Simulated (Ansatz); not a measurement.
# 3-layer puckered SnSe (AB) in a perpendicular field, part 2 of 2

Aim: how the 3-layer puckered SnSe (AB) screens a field along its normal, and what the field does to its bands. A positive field points along +c.

Ansatz 0.2.0; plane-wave DFT, PBE-D3(BJ), Ansatz PAW.

So far, gap along the path (eV): step 3 (atoms held, field 0, start network) 0.649; step 9 (field -0.2 V/Å) 0.633; step 10 (field 0.3 V/Å) 0.614; step 11 (field -0.3 V/Å) 0.614; step 12 (field 0.4 V/Å) 0.590.

### Step 13. Atoms held, field -0.4 V/Å

The input, input.yaml:

```yaml
crystal:
  lattice:
    - [4.3111852727, 0.0, 0.0]
    - [0.0, 4.2316266001, 0.0]
    - [0.0, 0.0, 32.4141101656]
  atoms:
    - { symbol: Sn, position: [0.0206327887, 0.0, 0.2776568585] }
    - { symbol: Se, position: [0.4742503353, 0.5, 0.2832754782] }
    - { symbol: Se, position: [0.9753311908, 0.0, 0.361343775] }
    - { symbol: Sn, position: [0.5258345659, 0.5, 0.3674319208] }
    - { symbol: Sn, position: [0.0295989126, 0.5, 0.4542790135] }
    - { symbol: Se, position: [0.4743522068, 0.0, 0.4615716902] }
    - { symbol: Se, position: [0.9743522068, 0.5, 0.5384283098] }
    - { symbol: Sn, position: [0.5295989126, 0.0, 0.5457209865] }
    - { symbol: Sn, position: [0.0258345659, 0.0, 0.6325680792] }
    - { symbol: Se, position: [0.4753311908, 0.5, 0.638656225] }
    - { symbol: Se, position: [0.9742503353, 0.0, 0.7167245218] }
    - { symbol: Sn, position: [0.5206327887, 0.5, 0.7223431415] }
kpoints:
  mp_grid: { grid: [10, 10, 1] }
  band_path:
    path:
      - [0, 0, 0]
      - [0.5, 0, 0]
      - [0.5, 0.5, 0]
      - [0, 0, 0]
      - [0, 0.5, 0]
      - [0.5, 0.5, 0]
    npoints: 16
hamiltonian:
  xc: pbe
  dispersion: d3bj
scf:
  occupations: { method: fermi_dirac, width: 0.02585 }
  convergence: { dr2_threshold: 1.0e-10 }
efield:
  axis: 3
  dipole_correction: true
  ramp_position: 0.9411
  ramp_width: 0.1178
  amplitude: -0.4
output:
  write_potential: true
  write_density: true
  volumetric_format: npy
```

Launch:

```
ansatz run input.yaml --threads 4 --pin off --max-ram 16384MiB --backend cpu --events-out ev --progress --plain --runs-dir out
```

The job ended after 4.3 min (4 threads of Arm Neoverse V1, shared host; peak memory 3.2 GiB; 17 min of CPU time).

The dipole is -0.663 e·Å, and the gap 0.590 eV.

### Step 14. Response, atoms held

This step: plane-wave DFT, PBE-D3(BJ), Ansatz PAW; response to a field along the normal, atoms held (Ansatz 0.2.0).

The dipoles give the slope, and the difference of two potentials shows where the field is screened.

Numbers from this step:

| Property | Result |
| --- | --- |
| equivalent conductor thickness p/(ε₀AE) | 16.42 Å |
| distance between the outer atoms | 14.41 Å |

The dipole of the cell by applied field:

| applied field (V/Å) | dipole of the cell (e·Å) |
| --- | --- |
| -0.400 | -0.663 |
| -0.300 | -0.497 |
| -0.200 | -0.331 |
| -0.100 | -0.166 |
| -0.050 | -0.0828 |
| 0.000 | -5.3e-6 |
| 0.050 | 0.0828 |
| 0.100 | 0.166 |
| 0.200 | 0.331 |
| 0.300 | 0.497 |
| 0.400 | 0.663 |

Local field over the applied field, running mean. From the potentials at -0.05 and 0.05 V/Å; running mean over 2.8 Å. Table of local field over applied field by z:

z (Å), local field over applied field and a bar:
```
        5      0.991 ##############################
        6      0.936 ############################
        7      0.711 #####################
        8      0.375 ###########
        9      0.112 ##
       10      0.041 
       11      0.035 
       12      0.063 #
       13      0.078 #
       14      0.082 #
       15      0.046 
       16      0.043 
       17      0.036 
       18      0.075 #
       19      0.076 #
       20      0.079 #
       21      0.035 
       22      0.045 
       23      0.053 #
       24      0.253 #######
       25      0.569 #################
       26      0.871 ##########################
       27      0.979 #############################
       28      0.997 ##############################
```

The induced electron density oscillates, so the rows of the table below give means over windows of 1 Å about each position, cut where the curve ends. Its maxima inside the range that stand out by 2 % of the span (Å: e/Å³ per V/Å): 7.9: 0.00397, 9.9: 5.6e-4, 11.7: 7.5e-4, 13.8: 0.00136, 15.7: 4.1e-4, 17.3: 6.5e-4, 19.7: 0.00145, 21.6: 5.1e-4, 23.2: 6.6e-4. Its minima: 9.2: -6.6e-4, 10.8: -5.1e-4, 12.7: -0.00145, 15.1: -6.5e-4, 16.7: -4.1e-4, 18.6: -0.00136, 20.7: -7.5e-4, 22.5: -5.6e-4, 24.5: -0.00397.

Electrons, planar mean, per unit field. Induced electron density against z; means over each step:

z (Å), induced electron density (e/Å³ per V/Å) and a bar from the least value:
```
        5    0.00004 ##############
        6    0.00031 ###############
        7    0.00172 ######################
        8    0.00327 ##############################
        9   -0.00017 #############
       10    0.00022 ###############
       11   -0.00014 #############
       12    0.00009 ##############
       13   -0.00078 ##########
       14    0.00095 ###################
       15   -0.00034 ############
       16    0.00013 ###############
       17    0.00011 ##############
       18   -0.00040 ############
       19   -0.00023 #############
       20    0.00074 ##################
       21   -0.00030 ############
       22    0.00001 ##############
       23    0.00025 ###############
       24   -0.00190 #####
       25   -0.00282 
       26   -0.00066 ###########
       27   -0.00010 #############
       28   -0.00001 ##############
```

The smaller of the gaps on the path and on the k-mesh, counted as 0 under 0.03 eV. Table of gap by applied field:

| applied field (V/Å) | gap (eV) |
| --- | --- |
| -0.400 | 0.590 |
| -0.300 | 0.614 |
| -0.200 | 0.633 |
| -0.100 | 0.645 |
| -0.050 | 0.648 |
| 0.000 | 0.649 |
| 0.050 | 0.648 |
| 0.100 | 0.645 |
| 0.200 | 0.633 |
| 0.300 | 0.614 |
| 0.400 | 0.590 |

By hand: between -0.05 and 0.05 V/Å the dipole changes by 0.1655 e·Å, a slope of 1.655 e·Å²/V. A perfect conductor of thickness t has p = ε₀AEt, so t = 180.95 × 1.655 / 18.243 = 16.42 Å (e/ε₀ = 180.95 V·Å, A in Å²).

The induced dipole is that of a conductor 16.42 Å thick.

### Step 15. Results

```
gap without field                          : 0.649 eV
ionisation energy, upper face              : 4.28 eV
electron affinity, upper face              : 3.63 eV
equivalent conductor thickness, atoms held : 16.4 Å
```

What this shows: The induced dipole equals that of a perfect conductor 16.42 Å thick, while the outer atoms lie 14.41 Å apart; an out-of-plane ε follows only once a thickness t is chosen, by 1 − 1/ε = 16.42 Å / t. The gap goes from 0.65 eV to 0.59 eV at -0.4 V/Å. With the field reversed the gap is 0.59 eV at 0.4 V/Å. Semilocal functionals give gaps that are too small, and excitons are not included. Spin-orbit coupling is left out, which matters for the bands of elements this heavy.

[Logs are printed without paths, hosts, clocks, repeated set-up lines and the standing remarks that a program may print on its own settings, such as how far it seeks lower states.]

[Hosts, paths, dates, database ids (printed as entryN), source tags and the programs' standing remarks are cut or masked in the printed files.]

[Maps of the electrostatic potential energy from Ansatz leave out the sawtooth potential of an applied field or a dipole correction, so their vacuum need not be flat; planar profiles and work functions include it.]
